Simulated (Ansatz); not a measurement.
# What Ag2Bi (built on the YAu2 structure) distorts into

Aim: this structure of Ag2Bi (built on the YAu2 structure) is to be tested for unstable modes, and one is followed downhill.

Method: DFT PBEsol, scalar-relativistic, plane waves, PAW, in Ansatz 0.2.0.

The structure was built from a prototype and need not be the compound's stable phase.

### 1. The structure

It takes space group I4/mmm (No. 139, tetragonal). The conventional cell has a = 3.504 Å, b = 3.504 Å, c = 10.288 Å, α = 90.00°, β = 90.00°, γ = 90.00°. Bi has 10 Ag at 3.12 to 3.25 Å nearest. Nearest to Ag lie 4 Ag at 2.83 Å and 5 Bi at 3.12 to 3.25 Å. Farther neighbours, and contacts between anions beyond the nearest, are not listed.

Structure file:

```cif
data_structure
_symmetry_space_group_name_H-M 'P 1'
_symmetry_Int_Tables_number 1
_cell_length_a 5.7099
_cell_length_b 5.7099
_cell_length_c 5.7099
_cell_angle_alpha 144.259
_cell_angle_beta 144.259
_cell_angle_gamma 51.440
_cell_volume 63.17
loop_
_atom_site_label
_atom_site_type_symbol
_atom_site_fract_x
_atom_site_fract_y
_atom_site_fract_z
_atom_site_occupancy
Bi1 Bi 0.00000 0.00000 0.00000 1
Ag2 Ag 0.68406 0.68406 0.00000 1
Ag3 Ag 0.31594 0.31594 0.00000 1
```

### 2. The dispersion

Stability and thermal properties need the whole zone. Linear response on a 2×2×2 q mesh gives force constants as far as a supercell of that size would.

File input.yaml:

```yaml
crystal:
  lattice:
    - [-1.7521753339, 1.7521753339, 5.1442189493]
    - [1.7521753339, -1.7521753339, 5.1442189493]
    - [1.7521753339, 1.7521753339, -5.1442189493]
  atoms:
    - { symbol: Bi, position: [0.0, 0.0, 0.0] }
    - { symbol: Ag, position: [0.6840593265, 0.6840593265, 0.0] }
    - { symbol: Ag, position: [0.3159406735, 0.3159406735, 0.0] }
kpoints:
  mp_grid: { grid: [16, 16, 16] }
hamiltonian:
  xc: pbesol
scf:
  occupations: { method: methfessel_paxton, width: 0.2 }
output:
  eigenvalues: true
phonons:
  method: dfpt
  qmesh: [2, 2, 2]
  temperatures: { t_max: 1000, t_step: 50 }
  qpath:
    path:
      - [[0.0, 0.0, 0.0], [0.0, 0.0, 0.5], [0.25, 0.25, 0.25], [0.0, 0.5, 0.0], [0.0, 0.0, 0.0], [0.5, 0.5, -0.5], [0.27900389, 0.72099611, -0.27900389]]
      - [[-0.27900389, 0.27900389, 0.27900389], [0.0, 0.0, 0.0]]
      - [[0.0, 0.0, 0.5], [-0.05800778, 0.05800778, 0.5]]
      - [[0.5, 0.5, -0.05800778], [0.5, 0.5, -0.5]]
    npoints: 10
```

Launch:

```console
> ansatz run input.yaml --threads 8 --pin off --max-ram 14336MiB --backend cpu --events-out ev --progress --plain --runs-dir out
```

The program printed:

```text
Engine: ansatz 0.2.0, aarch64-unknown-linux-gnu
Pseudopotentials: kind: paw
Pseudopotential: Bi, paw, valence charge 15, recommended cutoff 420 eV (normal), Bi.paw.azcp
Pseudopotential: Ag, paw, valence charge 19, recommended cutoff 420 eV (normal), Ag.paw.azcp
Functional definition: PBEsol
  exchange = pbesol_x
  correlation = pbesol_c
Crystal: 3 atoms, lattice volume = 63.173 Å³
Basis set: ecut = 420 eV, 1217 PW (Γ), exchange–correlation on 80×80×80 points (8 copies of the dense FFT grid, shifted against one another)
Bands: 32, of which v1, the nominal top of the filled ones, is band 27 counted from 1 (26 counted from 0)
Symmetry: 16 space group operations
k-points: 349 of 4096
Non-local potential: Bi, projectors of the file, l = 0: 2, l = 1: 2, l = 2: 2, l = 3: 2
Non-local potential: Ag, projectors of the file, l = 0: 3, l = 1: 2, l = 2: 2, l = 3: 1
PAW form: soft (Blöchl's): semilocal exchange-correlation on the pseudo side does not see the compensation charge
PAW frozen core: Bi, regenerated for the run's functional, and the local potential with it (the file was generated under x = pbe(κ = 0.804, μ = 0.219515), c = pbe(β = 0.066725))
PAW frozen core: Ag, regenerated for the run's functional, and the local potential with it (the file was generated under x = pbe(κ = 0.804, μ = 0.219515), c = pbe(β = 0.066725))
PAW one-centre angular grid: Bi, 590 points (default); XC on 64 Gauss nodes
PAW one-centre angular grid: Ag, 590 points (default); XC on 64 Gauss nodes
Initial density: superposition of atomic densities (neutral atoms: chi_scale 0, normalization atom), corrected by the library's trained network
Initial wavefunctions: pseudopotential atomic-orbital guess
Functional: x = pbesol(κ = 0.804, μ = 0.123457), c = pbesol(β = 0.046)
SCF iter   1: F=—  HF=-27286.226631 eV  |F-HF|=—  |Δ(HF+E_count)|=         —  Δρ=7.32e-3  dr2=3.28e-2  ethr=1.77e-3  ⟨swp⟩=5.2  Hψ=38507  notcnv=0
preconditioner: auto → Kerker (q_TF=auto, 2.650 Å⁻¹)  [metal: Δε(μ)=0.009 eV  Ē_g=14.252 eV  σ=0.200 eV  W_gap=0.04  n_scr=24 (ndim 8)  ℏωp=28.4 eV  f_vac=0.000  D(μ)=1.02/eV (n_scr^D=2)]
SCF iter   2: F=—  HF=-27286.219393 eV  |F-HF|=—  |Δ(HF+E_count)|=   7.24e-3  S|Δr|=    0.00e0  Δρ=1.83e-3  dr2=1.87e-3  ethr=6.20e-5  ⟨swp⟩=2.0  Hψ=17888  notcnv=0
SCF iter   3: F=—  HF=-27286.218954 eV  |F-HF|=—  |Δ(HF+E_count)|=   4.39e-4  S|Δr|=    0.00e0  Δρ=8.38e-4  dr2=3.18e-4  ethr=3.52e-6  ⟨swp⟩=2.3  Hψ=14374  notcnv=0
SCF iter   4: F=—  HF=-27286.218893 eV  |F-HF|=—  |Δ(HF+E_count)|=   6.13e-5  S|Δr|=    0.00e0  Δρ=1.51e-4  dr2=2.43e-5  ethr=6.00e-7  ⟨swp⟩=2.9  Hψ=22182  notcnv=0
SCF iter   5: F=—  HF=-27286.218894 eV  |F-HF|=—  |Δ(HF+E_count)|=   1.09e-6  S|Δr|=    0.00e0  Δρ=4.16e-5  dr2=2.14e-6  ethr=4.59e-8  ⟨swp⟩=2.7  Hψ=15289  notcnv=0
SCF iter   6: F=—  HF=-27286.218887 eV  |F-HF|=—  |Δ(HF+E_count)|=   6.80e-6  S|Δr|=    0.00e0  Δρ=1.06e-5  dr2=1.12e-7  ethr=4.04e-9  ⟨swp⟩=2.3  Hψ=15527  notcnv=0
SCF iter   7: F=—  HF=-27286.218887 eV  |F-HF|=—  |Δ(HF+E_count)|=   2.13e-8  S|Δr|=    0.00e0  Δρ=3.92e-6  dr2=1.42e-8  ethr=2.11e-10  ⟨swp⟩=2.1  Hψ=16074  notcnv=0
SCF iter   8: F=—  HF=-27286.218887 eV  |F-HF|=—  |Δ(HF+E_count)|=   3.15e-9  S|Δr|=    0.00e0  Δρ=1.04e-6  dr2=7.26e-10  ethr=2.68e-11  ⟨swp⟩=2.0  Hψ=16035  notcnv=0
SCF iter   9: F=—  HF=-27286.218887 eV  |F-HF|=—  |Δ(HF+E_count)|=  1.31e-10  S|Δr|=    0.00e0  Δρ=2.05e-7  dr2=3.85e-11  ethr=1.37e-12  ⟨swp⟩=2.0  Hψ=15161  notcnv=0
SCF iter  10: F=-27286.218887 eV  HF=-27286.218887 eV  |F-HF|=0.00e0  |Δ(HF+E_count)|=  7.28e-12  S|Δr|=    0.00e0  Δρ=6.16e-8  dr2=1.81e-12  ethr=1.00e-12  ⟨swp⟩=9.8  Hψ=63318  notcnv=0
SCF 1 converged in 10 iterations: F = -27286.218887 eV  dr2 = 1.81e-12
  greatest PAW one-centre occupation: 1.001 electrons in one spin orbital (limit 2), on the Ag atom at site 2 (counted from 0), in its partial waves of l = 0
phonons: the bands overlap, so this run is a metal and interpolates without the dipole-dipole term. If the crystal is really an insulator or semiconductor, its LO-TO splitting is missing
NSCF: frozen V_eff on 349 k-points
WARN: eigensolver did not converge (k=12): 1 band(s) unlocked after 20 sweeps at ethr=1.42e-12 eV (storage-precision floor; scheduled 1.00e-12 eV) (lowest unlocked band 31, counted from 0; max residual 1.10e-5 eV among the unlocked bands, 1.10e-5 eV over every band; other slots of this pass that fall short are told together in one closing line; warning suppressed until the next SCF loop or pass starts)
WARN: eigensolver did not converge in 6 slots of this pass, the one above among them; of largest residual over every band (k=82): 1 band(s) unlocked (lowest unlocked band 31, counted from 0; max residual 1.71e-5 eV among the unlocked bands, 1.71e-5 eV over every band); of lowest unlocked band (k=12): band 31
NSCF: frozen V_eff on 621 k-points
DFPT response loops at q = (0, 0, 0) (fractional): preconditioner auto → Kerker (q_TF=auto, 2.650 Å⁻¹) (partly filled bands, converged f_vac=0.000); β = 1.00, the filter's whole step (`scf.mixing.beta` (0.50) is not read by the response loops under this deck's `scf.mixing.preconditioner`; to damp them name `kerker` or `kerker_dos`, under which they read `scf.mixing.beta`, and type it under 1.00, their step now; both keys bind the ground state too); Broyden in place of MSR1
NSCF: frozen V_eff on 2196 k-points
DFPT response loops at q = (0, 0, -0.5) (fractional): mixed as the last ones told, above
NSCF: frozen V_eff on 2196 k-points
DFPT response loops at q = (0, -0.5, 0) (fractional): mixed as the last ones told, above
NSCF: frozen V_eff on 1242 k-points
DFPT response loops at q = (-0.5, -0.5, -0.5) (fractional): mixed as the last ones told, above
SCF converged after 10 iterations
Stability not checked: this state was not tested for a lower state beside it, because cold or Methfessel-Paxton smearing, or corrected tetrahedra, fill the levels in a way that the test cannot read (fill_not_monotonic; see scf.lower_state_search)
Free energy (F): -27286.218887 eV
Harris-Foulkes:  -27286.218887 eV  (|F-HF|=0.00e0)
Internal energy: -27286.218327 eV  (E = F + TS)
E sigma→0 (E₀):  -27286.218747 eV
Entropy (-TS):   -0.000560 eV (-0.187 meV/atom)
Fermi energy:    15.236374 eV
--- Per-component energies (eV) ---
  E_band       = -584.426516
  E_kinetic    = 1358.061705
  E_local      = -6391.414849  (includes V_loc(G=0)·N_el)
  E_nonlocal   = 727.906506
  E_hartree    = 2722.445529
  E_xc         = -518.058725
  E_vxc        = -613.351353  (∫ρ·V_xc dr)
  E_paw        = -18179.075139  (= ΣΔE_a)
  E_vpaw       = -1110.519785  (= ΣTr[D̂ρ^β])
  E_aug_tail   = 0.000122  (compensation charges beyond the density's cutoff)
  E_ewald      = -7006.818705
  E_core_change = 0.735230  (= ΣΔE_core)
  E_smearing   = -0.000560  (= −TS)
  E_closure    = 0.000000  (closes the sum)
  Σ components = -27286.218887   (vs F -27286.218887, Δ=0.00e0)
--- Band table (eV; the first three rows and the last of 349) ---
  k-point 0: bands = [... 23 lower, 11.7548, 12.4601, 12.7362, 17.9654, 17.9654, 19.9897, 21.6389, 21.6389, ... 1 higher]
  k-point 1: bands = [... 23 lower, 11.7487, 12.5209, 12.8365, 17.1320, 17.6000, 20.7815, 20.9838, 21.2374, ... 1 higher]
  k-point 2: bands = [... 23 lower, 11.6994, 12.7228, 13.1642, 15.9435, 16.8283, 19.6768, 20.3509, 22.6265, ... 1 higher]
  k-point 348: bands = [... 23 lower, 11.2557, 11.7614, 16.7413, 16.7413, 18.2543, 18.4755, 22.4645, 23.7194, ... 1 higher]
--- Phonons (Γ-DFPT): 4 representative perturbations + reference (Σ response iterations 12) ---
  ASR residual: 4.740e-5 → 0.000e0 eV/Å²; symmetrization residual: 4.472e-5 eV/Å²
  ASR residual per site (eV/Å²): 4.74e-5 3.02e-5 3.02e-5
  Γ frequencies (cm⁻¹): 0.00 0.00 0.00 59.18 59.18 97.30 106.00 125.36 125.36
--- Phonons (arbitrary-q DFPT): 4 irreducible q on the 2×2×2 mesh ---
  q = [0.0000, 0.0000, 0.0000] (star 1, of the zone-centre solve; hermiticity 2.42e-5, symmetrization 6.63e-13): -0.00 -0.00 0.00 59.18 59.18 97.30 106.00 125.36 125.36
  q = [0.0000, 0.0000, -0.5000] (star 2, 4 solved perturbations in 3438 linear systems a pass and spin channel, the states on 1098 of 4096 k-point pairs; hermiticity 1.74e-5, symmetrization 1.22e-6): -32.91 27.81 51.82 60.54 81.46 84.50 90.75 129.42 134.18
  q = [0.0000, -0.5000, 0.0000] (star 4, 6 solved perturbations on 1098 of 4096 k-point pairs; hermiticity 1.23e-5, symmetrization 2.87e-6): -18.47 49.12 49.72 50.26 92.00 92.29 97.33 123.12 125.48
  q = [-0.5000, -0.5000, -0.5000] (star 1, 4 solved perturbations in 1940 linear systems a pass and spin channel, the states on 621 of 4096 k-point pairs; hermiticity 1.64e-5, symmetrization 3.29e-6): 41.57 41.57 47.71 47.71 71.44 73.83 102.27 122.86 122.86
  sum rule: each row above includes the acoustic sum rule's correction from the zone centre's row sums; it moved no ω² by more than (0.28 cm⁻¹)²
  mesh force constants: q→R imaginary residual 1.27e-17; ASR residual 4.740e-5 → 0.000e0 eV/Å²; symmetrization residual 8.882e-16 eV/Å²
  interpolated dispersion: 94 rows × 9 modes
  density of states and harmonic sums: on the 20×20×26 q-mesh, interpolated from the force constants of a 2×2×2 supercell (no non-analytic term)
  largest difference from the sums on the solved wave vectors: F 3.09e-1 eV, S 3.91e-4 and C_V 8.27e-5 eV/K
  zero-point energy: 0.041653 eV/cell   skipped modes (ω ≤ 0): 485, of them read as no rigid motion or as one in doubt: 482 (1.771e-1 modes/cell left out, lowest -32.91 cm⁻¹)   left out of the sums: 1.97e-2 of the cell's modes: C_V's classical limit lies that fraction below 3 k_B per atom; for a crystal, a wire or a layer, F and S can be off by more, and a phonons.interpolated_qmesh denser along its periods is the remedy for the sampling
```

Elapsed: 8.7 min, on 8 threads of Arm Neoverse V2, shared host; peak memory 5.2 GiB; 68 min of CPU time.

The column dr2 measures how far the density is from self-consistency, as an energy; F and HF (Harris–Foulkes) agree once it is small.

This step gave:

```
volume per atom                                         : 21.06 Å³
gap on the k-mesh                                       : 0 eV
sum-rule residual before enforcement                    : 4.74e-5 eV/Å²
lowest frequency on the path                            : -32.91 cm⁻¹
point group                                             : 4/mmm
highest frequency on path, mesh or solved points        : 134.2 cm⁻¹
highest optical mode at the zone centre (no LO-TO term) : 125.4 cm⁻¹
lowest optical zone-centre mode                         : 59.18 cm⁻¹
lowest mode on the q mesh (acoustic modes at Γ apart)   : -32.91 cm⁻¹
```

Frequencies (cm⁻¹) solved at each irreducible wavevector; negative means imaginary. Frequencies by wavevector, by row:

```tsv
q in reciprocal lattice units	star	mode 1	mode 2	mode 3	mode 4	mode 5	mode 6	mode 7	mode 8	mode 9
0 0 0	1	0	0	0	59.2	59.2	97.3	106	125.4	125.4
0 0 -0.5	2	-32.9	27.8	51.8	60.5	81.5	84.5	90.8	129.4	134.2
0 -0.5 0	4	-18.5	49.1	49.7	50.3	92	92.3	97.3	123.1	125.5
-0.5 -0.5 -0.5	1	41.6	41.6	47.7	47.7	71.4	73.8	102.3	122.9	122.9
```

Interpolated from a 2×2×2 q mesh, rough between the solved points. Phonon branches along the path, in cm⁻¹:

```tsv
point	branch 1	branch 2	branch 3	branch 4	branch 5	branch 6	branch 7	branch 8	branch 9
Γ	0	0	0	59	59	97	106	125	125
halfway	12	41	43	54	76	84	115	118	127
X	-33	28	52	60	82	84	91	129	134
halfway	-30	19	52	66	81	82	91	130	134
P	-19	-19	52	74	74	80	92	132	132
halfway	21	24	53	65	66	88	104	127	128
N	-18	49	50	50	92	92	97	123	126
halfway	29	38	42	62	70	76	114	116	129
Γ	0	0	0	59	59	97	106	125	125
halfway	24	24	40	56	56	92	104	124	124
M	42	42	48	48	71	74	102	123	123
halfway	22	33	46	60	76	82	109	118	124
S	10	18	50	67	86	92	103	123	124
jump to S0	10	18	50	67	86	92	103	123	124
halfway	38	38	40	65	70	73	114	115	130
Γ	0	0	0	59	59	97	106	125	125
jump to X	-33	28	52	60	82	84	91	129	134
halfway	-31	28	52	61	81	82	93	129	134
R	-26	28	52	61	78	80	96	129	134
jump to G′	-26	28	52	61	78	80	96	129	134
halfway	36	40	45	56	74	78	112	116	130
M	42	42	48	48	71	74	102	123	123
```

The phonon branches as a text plot (rows in cm⁻¹; labels by their first letter):

```
    131 |      **********     ****              *****  *******
    124 |********        *****   ****************   ***  **   ***
    117 |    **               ***          ***   ***       ****
    110 | ***  *              ** ***       ****   *****   *****
    103 |*      *       **** *      *******      *       *     **
     96 |**     **    **    *     ****         **     * *
     89 |  *   * *****  ******   *    **    *****   ** *
     82 |   * **********      *            *  *  **    **
     75 |    **      **   *    **       ******    **    *********
     68 |   **      * ****     **       *   ***    *     * *
     61 |****     **   ****   * ******         *  * ********
     54 |  *  * ********** * *   **   **  **    ** *** **** **
     47 |   *  **         *****         ** ********        ** ***
     40 |  * ***              ****    * ***     *  **     *******
     33 |    *            *            *  **      **     ** ***
     26 |   *   ****     *     ****  **    *** * *  ** **
     19 | ****          **    *  **             *    *
     12 | **  *     *  ** *       ** *      * **      *
      5 | *                        **        **       *
     -2 |*
     -9 |      *      **
    -15 |            **    ***
    -22 |       *                                       *
    -29 |        ****                                  *
         Γ         X P      N      Γ    M     S|S    Γ|R|G      M
```

Symmetry leaves 4 wavevectors to solve. The lowest mode among them, the acoustic zeros apart, lies at q = (0, 0, -0.5) and is imaginary, 32.9i cm⁻¹, so the energy falls along it.

### 3. The mode frozen in, largest atomic shift 0 Å

The mode followed lies at q = (0, -0.5, 0) with frequency 18.5i cm⁻¹, one of the unstable modes though not the softest. At small amplitude the pattern taken leaves space group no. 12 by a symmetry search on the positions. The undistorted cell that holds it gives the zero of energy on the same k mesh.

System of this step: Ag2Bi (built on the YAu2 structure). It takes space group I4/mmm (No. 139, tetragonal). The conventional cell has a = 3.504 Å, b = 3.504 Å, c = 10.288 Å, α = 90.00°, β = 90.00°, γ = 90.00°. Nearest to Bi lie 10 Ag at 3.12 to 3.25 Å. Nearest to Ag lie 4 Ag at 2.83 Å and 5 Bi at 3.12 to 3.25 Å. Farther neighbours, and contacts between anions beyond the nearest, are not listed.

File input.yaml:

```yaml
crystal:
  lattice:
    - [0.0, 3.5043506677, 0.0]
    - [-1.7521753339, 1.7521753339, 5.1442189493]
    - [7.0087013355, 0.0, 0.0]
  atoms:
    - { symbol: Bi, position: [0.0, 0.0, 0.0] }
    - { symbol: Bi, position: [0.0, 0.0, 0.5] }
    - { symbol: Ag, position: [0.3159406735, 0.368118653, 0.3420296633] }
    - { symbol: Ag, position: [0.3159406735, 0.368118653, 0.8420296633] }
    - { symbol: Ag, position: [0.6840593265, 0.631881347, 0.1579703367] }
    - { symbol: Ag, position: [0.6840593265, 0.631881347, 0.6579703367] }
kpoints:
  mp_grid: { grid: [10, 10, 6] }
hamiltonian:
  xc: pbesol
scf:
  occupations: { method: methfessel_paxton, width: 0.2 }
output:
  forces: true
  stress: true
  eigenvalues: true
```

The program printed:

```text
[...]
Crystal: 6 atoms, lattice volume = 126.347 Å³
Basis set: ecut = 420 eV, 2451 PW (Γ), exchange–correlation on 48×80×96 points (8 copies of the dense FFT grid, shifted against one another)
Bands: 64, of which v1, the nominal top of the filled ones, is band 53 counted from 1 (52 counted from 0)
Symmetry: 8 space group operations
[...]
k-points: 172 of 600
[...]
k-point 0: bands = [... 49 lower, 12.4105, 12.4640, 12.7352, 14.6424, 17.9555, 17.9614, 19.0640, 19.2651, ... 7 higher]
  k-point 1: bands = [... 49 lower, 12.3054, 12.3071, 13.0716, 14.9250, 16.9181, 17.9832, 17.9886, 18.9210, ... 7 higher]
  k-point 2: bands = [... 49 lower, 12.1632, 12.6315, 13.6706, 15.3091, 15.3981, 17.1260, 18.0770, 18.6014, ... 7 higher]
  k-point 171: bands = [... 49 lower, 12.4060, 12.5678, 13.4808, 15.3158, 15.6123, 16.3104, 17.0771, 17.5061, ... 7 higher]
[key lines of the parts left out:]
SCF converged after 7 iterations
Free energy (F): -54572.431568 eV
Fermi energy:    15.276633 eV
P = ⅓ Tr σ = -0.0635 GPa (-0.635 kbar)
```

The job ended after 7.5 s (8 threads; peak memory 1.2 GiB).

This step gave:

```
pressure                         : -0.06352 GPa
energy from the undistorted cell : 0 meV/atom
```

The run ends at a pressure of -0.06 GPa, with forces up to 0.016 eV/Å.

### 4. The mode frozen in, largest atomic shift 0.14 Å

The atoms are moved along the unstable eigenvector, the largest shift by 0.14 Å, with the cell fixed.

input.yaml, the sections that differ from step 3:

```yaml
crystal:
  lattice:
    - [0.0, 3.5043506677, 0.0]
    - [-1.7521753339, 1.7521753339, 5.1442189493]
    - [7.0087013355, 0.0, 0.0]
  atoms:
    - { symbol: Bi, position: [0.0052778584, -0.0105557168, -0.0112527748] }
    - { symbol: Bi, position: [-0.0052778584, 0.0105557168, 0.5112527748] }
    - { symbol: Ag, position: [0.3259513539, 0.3480972922, 0.3234944107] }
    - { symbol: Ag, position: [0.3059299931, 0.3881400139, 0.8605649158] }
    - { symbol: Ag, position: [0.6740486461, 0.6519027078, 0.1765055893] }
    - { symbol: Ag, position: [0.6940700069, 0.6118599861, 0.6394350842] }
# kpoints, hamiltonian, scf, output: as in step 3
```

The program printed:

```text
[...]
Crystal: 6 atoms, lattice volume = 126.347 Å³
Basis set: ecut = 420 eV, 2451 PW (Γ), exchange–correlation on 48×80×96 points (8 copies of the dense FFT grid, shifted against one another)
Bands: 64, of which v1, the nominal top of the filled ones, is band 53 counted from 1 (52 counted from 0)
Symmetry: 4 space group operations
[...]
k-points: 172 of 600
[...]
k-point 0: bands = [... 49 lower, 12.3770, 12.4923, 12.7324, 14.6309, 17.9499, 17.9684, 19.0809, 19.3966, ... 7 higher]
  k-point 1: bands = [... 49 lower, 12.3019, 12.3206, 13.0522, 14.9055, 16.9308, 17.9721, 18.0132, 18.9351, ... 7 higher]
  k-point 2: bands = [... 49 lower, 12.2273, 12.5732, 13.6145, 15.2171, 15.4837, 17.1740, 18.0666, 18.6112, ... 7 higher]
  k-point 171: bands = [... 49 lower, 12.3411, 12.6357, 13.4692, 15.3290, 15.6162, 16.3052, 17.0382, 17.5168, ... 7 higher]
[key lines of the parts left out:]
SCF converged after 7 iterations
Free energy (F): -54572.437131 eV
Fermi energy:    15.281989 eV
P = ⅓ Tr σ = -0.0147 GPa (-0.147 kbar)
```

Run time: 8.3 s. Hardware: 8 threads; peak memory 1.3 GiB.

Read from the output:

```yaml
pressure: -0.01468 GPa
energy_from_the_undistorted_cell: -0.934 meV/atom
```

The energy, extrapolated to zero smearing, is -0.93 meV/atom against the undistorted cell.

The run ends at a pressure of -0.01 GPa, with forces up to 0.034 eV/Å.

### 5. Energy along the mode, all amplitudes (two of the runs are shown above)

An imaginary frequency means negative curvature, so the energy should fall and then rise again as anharmonic terms take over.

Numbers from this step:

```
depth at the lowest point sampled  : 0.934 meV/atom
largest atomic shift at that point : 0.14 Å
```

Energy from the parent against largest atomic shift:

```tsv
largest atomic shift (Å)	energy from the parent (meV/atom)
0.000	0
0.040	-0.115
0.080	-0.416
0.140	-0.934
0.220	-0.701
0.320	4.04
```

Displacement at unit largest shift by atom:

```tsv
atom	x (Å)	y (Å)	z (Å)	size
Bi1	-0.43	0.00	-0.39	0.58
Bi2	0.43	0.00	0.39	0.58
Ag3	-0.68	0.00	-0.74	1.00
Ag4	0.68	0.00	0.74	1.00
Ag5	0.68	0.00	0.74	1.00
Ag6	-0.68	0.00	-0.74	1.00
```

The lowest step is at 0.14 Å, 0.934 meV/atom below the parent, and the energy rises beyond it.

[end of part 1 of 3]

[Long decimals in the printed logs are rounded to 6 places.]

[Logs are printed without paths, hosts, clocks, repeated set-up lines and the standing remarks that a program may print on its own settings, such as how far it seeks lower states.]

[Hosts, paths, dates, database ids (printed as entryN), source tags and the programs' standing remarks are cut or masked in the printed files.]

[Where the starting crystal was built by hand or by swapping elements, it need not be the compound's stable phase.]
